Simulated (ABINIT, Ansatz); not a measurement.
## Converging GW for LiCNO (R3m) in ABINIT

Wanted: a converged G0W0 gap of LiCNO (R3m), or an estimate of the limit.

Calculated with ABINIT 10.8.3; PBEsol and many-body steps on it, plane waves.

Most raw output is cut from this account.

## Step 1: The structure

Symmetry: R3m, No. 160, trigonal system. Conventional cell: a = 3.288 Å, b = 3.288 Å, c = 14.286 Å, α = 90.00°, β = 90.00°, γ = 120.00°. Nearest to Li lie 3 N at 2.18 Å and 3 O at 2.28 Å. C has 1 N at 1.19 Å and 1 O at 1.23 Å nearest. Nearest to N lie 1 C at 1.19 Å and 3 Li at 2.18 Å. Nearest to O lie 1 C at 1.23 Å and 3 Li at 2.28 Å. Farther neighbours and most contacts between anions are not listed.

Coordinates:

```cif
data_structure
_symmetry_space_group_name_H-M 'R3m:H'
_symmetry_Int_Tables_number 160
_cell_length_a 3.2880
_cell_length_b 3.2880
_cell_length_c 14.2862
_cell_angle_alpha 90.000
_cell_angle_beta 90.000
_cell_angle_gamma 120.000
_cell_volume 133.75
loop_
_atom_site_label
_atom_site_type_symbol
_atom_site_symmetry_multiplicity
_atom_site_Wyckoff_symbol
_atom_site_fract_x
_atom_site_fract_y
_atom_site_fract_z
_atom_site_occupancy
Li1 Li 3 a 0.66667 0.33333 0.32807 1
C1 C 3 a 0.33333 0.66667 0.16920 1
N1 N 3 a 0.33333 0.66667 0.25271 1
O1 O 3 a 0.33333 0.66667 0.08333 1
```

The cell and positions are those that the Materials Project relaxed with its own functionals (PBE, PBE+U or r2SCAN), kept fixed.

## Step 2: Empty states on the mesh, 4×4×4 mesh, 150 bands

This step: ABINIT 10.8.3; DFT, PBEsol, plane waves, norm-conserving pseudopotentials.

The sums over transitions need many empty states on a uniform mesh; this step solves for them.

Input file run.abi:

```
acell 3*1.0 Angstrom
rprim 
  1.643988180588 0.949157018607 4.762053928800
  -1.643988180588 0.949157018607 4.762053928800
  0.000000000000 -1.898314037214 4.762053928800
ntypat 4
znucl 3 6 7 8
natom 4
typat 1 2 3 4
xred 
  0.005259000000 0.005259000000 0.005259000000
  0.497462000000 0.497462000000 0.497462000000
  0.413960000000 0.413960000000 0.413960000000
  0.583333333333 0.583333333333 0.583333333333
pp_dirpath "pseudos"
pseudos "Li.upf, C.upf, N.upf, O.upf"
ecut 37
ngkpt 4 4 4
nshiftk 1
shiftk 0 0 0
kptopt 1
chksymbreak 0
irdden 1
istwfk *1
nband 150
prtvol 0
optdriver 6
gwr_task "HDIAGO"
paral_kgb 0
occopt 1
indata_prefix "in"
outdata_prefix "out"
tmpdata_prefix "tmp"
```

Command:

```
$ OMP_NUM_THREADS=1 mpirun -n 4 abinit run.abi > log
```

Wall time 1.7 min (4 MPI ranks of Intel Xeon Platinum 8375C at 2.90GHz (Ice Lake), shared host); peak memory 2.6 GiB; 6.8 min of CPU time.

Numbers from this step:

| Quantity | Value |
| --- | --- |
| gap | 4.664 eV |
| k of the valence top | 0.5, 0.5, 0.5 |
| k of the conduction bottom | 0, 0, 0 |
| least direct gap | 4.820 eV |
| k points computed | 13 |
| lowest point of the top converged band, above the valence top | 112.4387 eV |

On this mesh the gap is 4.664 eV.

The density comes from a self-consistent run that is not shown.

## Step 3: Screening, 4×4×4 mesh, 25 bands, screening to 76.2 eV

The RPA dielectric matrix is built and inverted for each q.

This step: RPA screening on PBEsol, plane waves, norm-conserving pseudopotentials.

run.abi: that of step 2 with these lines changed.

```diff
@@ -22,10 +22,11 @@
 chksymbreak 0
-irdden 1
 istwfk *1
-nband 150
-prtvol 0
-optdriver 6
-gwr_task "HDIAGO"
-paral_kgb 0
 occopt 1
+irdwfk 1
+optdriver 3
+nband 25
+ecuteps 2.8
+inclvkb 2
+awtr 1
+symchi 1
 indata_prefix "in"
```

Wall time 16 s (4 MPI ranks); peak memory 0.88 GiB; 62 s of CPU time.

Numbers from this step:

* ε∞ with local fields, on this mesh, along the program's q direction: 2.366
* the same without local fields: 2.999
* plasma frequency: 23.59 eV
* plane waves in the screening matrix: 67

Local fields lower ε∞ by 21 %.

## Step 4: 25 bands, 76.2 eV

The self-energy is evaluated for the states that the input lists, and the levels follow from it, in one-shot runs by the linearised quasiparticle equation.

This step: G0W0 on PBEsol, plane waves, norm-conserving pseudopotentials.

run.abi: that of step 3 with these lines changed.

```diff
@@ -25,8 +25,17 @@
 irdwfk 1
-optdriver 3
+optdriver 4
 nband 25
+gwcalctyp 0
+ecutsigx 37
+symsigma 1
+nkptgw 2
+kptgw 
+  0.5000000000 0.5000000000 0.5000000000
+  0.0000000000 0.0000000000 0.0000000000
+bdgw 
+  8 12
+  8 12
 ecuteps 2.8
-inclvkb 2
-awtr 1
-symchi 1
+irdscr 1
+ppmodel 1
 indata_prefix "in"
```

The job ended after 5.3 s (4 MPI ranks; peak memory 0.67 GiB).

Numbers from this step:

- G0W0 gap on the points computed: 7.393 eV
- starting gap on the mesh: 4.664 eV
- k of the valence top: 0.5, 0.5, 0.5
- k of the conduction bottom: 0, 0, 0
- Z at the valence top: 0.819
- Z at the conduction bottom: 0.871
- least direct G0W0 gap on the computed points: 7.593 eV

The gap on the mesh goes from 4.66 eV to 7.39 eV, a correction of +2.73 eV.

## Step 5: Screening, 4×4×4 mesh, 63 bands, screening to 141.5 eV

This step: RPA screening on PBEsol, plane waves, norm-conserving pseudopotentials.

run.abi: that of step 4 with these lines changed.

```diff
@@ -25,17 +25,8 @@
 irdwfk 1
-optdriver 4
-nband 25
-gwcalctyp 0
-ecutsigx 37
-symsigma 1
-nkptgw 2
-kptgw 
-  0.5000000000 0.5000000000 0.5000000000
-  0.0000000000 0.0000000000 0.0000000000
-bdgw 
-  8 12
-  8 12
-ecuteps 2.8
-irdscr 1
-ppmodel 1
+optdriver 3
+nband 63
+ecuteps 5.2
+inclvkb 2
+awtr 1
+symchi 1
 indata_prefix "in"
```

Elapsed: 88 s, on 4 MPI ranks; peak memory 1.6 GiB; 5.8 min of CPU time.

This step gave:

| Item | Value |
| --- | --- |
| ε∞ with local fields, on this mesh, along the program's q direction | 2.390 |
| the same without local fields | 3.074 |
| plasma frequency | 23.59 eV |
| plane waves in the screening matrix | 159 |

## Step 6: 63 bands, 141.5 eV

This step: G0W0 on PBEsol, plane waves, norm-conserving pseudopotentials.

run.abi: that of step 5 with these lines changed.

```diff
@@ -25,8 +25,17 @@
 irdwfk 1
-optdriver 3
+optdriver 4
 nband 63
+gwcalctyp 0
+ecutsigx 37
+symsigma 1
+nkptgw 2
+kptgw 
+  0.5000000000 0.5000000000 0.5000000000
+  0.0000000000 0.0000000000 0.0000000000
+bdgw 
+  8 12
+  8 12
 ecuteps 5.2
-inclvkb 2
-awtr 1
-symchi 1
+irdscr 1
+ppmodel 1
 indata_prefix "in"
```

Wall time 9.6 s (4 MPI ranks); peak memory 1.4 GiB.

This step gave:

| Item | Value |
| --- | --- |
| G0W0 gap on the points computed | 7.32 eV |
| starting gap on the mesh | 4.664 eV |
| k of the valence top | 0.5, 0.5, 0.5 |
| k of the conduction bottom | 0, 0, 0 |
| Z at the valence top | 0.814 |
| Z at the conduction bottom | 0.866 |
| least direct G0W0 gap on the computed points | 7.515 eV |

Against G0W0 in ABINIT (4×4×4 mesh, 25 bands, screening to 76.2 eV, Godby-Needs plasmon pole), the gap moves by −0.073 eV.

## Step 7: Screening, 4×4×4 mesh, 142 bands, screening to 217.7 eV

This step: RPA screening on PBEsol, plane waves, norm-conserving pseudopotentials.

run.abi: that of step 6 with these lines changed.

```diff
@@ -25,17 +25,8 @@
 irdwfk 1
-optdriver 4
-nband 63
-gwcalctyp 0
-ecutsigx 37
-symsigma 1
-nkptgw 2
-kptgw 
-  0.5000000000 0.5000000000 0.5000000000
-  0.0000000000 0.0000000000 0.0000000000
-bdgw 
-  8 12
-  8 12
-ecuteps 5.2
-irdscr 1
-ppmodel 1
+optdriver 3
+nband 142
+ecuteps 8
+inclvkb 2
+awtr 1
+symchi 1
 indata_prefix "in"
```

It took 3.9 min on 4 MPI ranks; peak memory 2.6 GiB.

This step gave:

```yaml
eps_infinity_with_local_fields_on_this_mesh_along_the_program_s_q_direction: 2.391
the_same_without_local_fields: 3.082
plasma_frequency: 23.59 eV
plane_waves_in_the_screening_matrix: 299
```

## Step 8: 142 bands, 217.7 eV

This step: G0W0 on PBEsol, plane waves, norm-conserving pseudopotentials.

run.abi: that of step 7 with these lines changed.

```diff
@@ -25,8 +25,17 @@
 irdwfk 1
-optdriver 3
+optdriver 4
 nband 142
+gwcalctyp 0
+ecutsigx 37
+symsigma 1
+nkptgw 2
+kptgw 
+  0.5000000000 0.5000000000 0.5000000000
+  0.0000000000 0.0000000000 0.0000000000
+bdgw 
+  8 12
+  8 12
 ecuteps 8
-inclvkb 2
-awtr 1
-symchi 1
+irdscr 1
+ppmodel 1
 indata_prefix "in"
```

Run time: 28 s. Hardware: 4 MPI ranks; peak memory 2.6 GiB; 1.8 min of CPU time.

This step gave:

* G0W0 gap on the points computed: 7.463 eV
* starting gap on the mesh: 4.664 eV
* k of the valence top: 0.5, 0.5, 0.5
* k of the conduction bottom: 0, 0, 0
* least direct G0W0 gap on the computed points: 7.654 eV

Against G0W0 in ABINIT (4×4×4 mesh, 63 bands, screening to 141.5 eV, Godby-Needs plasmon pole), the gap moves by +0.143 eV.

## Step 9: Side by side

Times are wall times on 4 MPI ranks of Intel Xeon Platinum 8375C at 2.90GHz (Ice Lake), shared host, good to a factor of about two. A run's time includes the screening step that it read.

```
                run   mesh  bands  screening cutoff (eV)  DFT gap (eV)  gap on the mesh (eV)  direct (eV)  ε∞ used     time
  25 bands, 76.2 eV  4×4×4     25                   76.2         4.664                 7.393        7.593     2.37     21 s
 63 bands, 141.5 eV  4×4×4     63                  141.5         4.664                 7.320        7.515     2.39     98 s
142 bands, 217.7 eV  4×4×4    142                  217.7         4.664                 7.463        7.654     2.39  4.3 min
```

## Step 10: Summary of results

* 25 bands, 76.2 eV: 7.393 eV
* 63 bands, 141.5 eV: 7.320 eV
* 142 bands, 217.7 eV: 7.463 eV
* known limits: not at the basis limit

**Reading.** From the first rung to the last the gap moves by +0.07 eV for 12 times the time. The gap turns back along the series, so no limit is drawn from it. In the G0W0 runs levels were corrected at 2 k points alone, so a gap called «on the mesh» is the least over those, and an edge elsewhere would be missed.

[Paths, hosts, dates, memory and timing lines, banners, echoed tables and standing remarks are left out of the program output.]

[Logs are printed without paths, hosts, clocks, repeated set-up lines and the standing remarks that a program may print on its own settings, such as how far it seeks lower states.]

[Runs of the session that timed out or met a known fault of the program may be left out.]

[Hosts, paths, dates, database ids (printed as entryN), source tags and the programs' standing remarks are cut or masked in the printed files.]

[G0W0 gaps are taken among the corrected bands and points alone; a level outside them can change the order at an edge.]

[Where Ansatz stands beside ABINIT at settings called matched, ABINIT's density can come from a denser mesh and the files from another edition; pairs whose starting gaps differed by over 0.03 eV were left out, so agreement reads better than it is.]
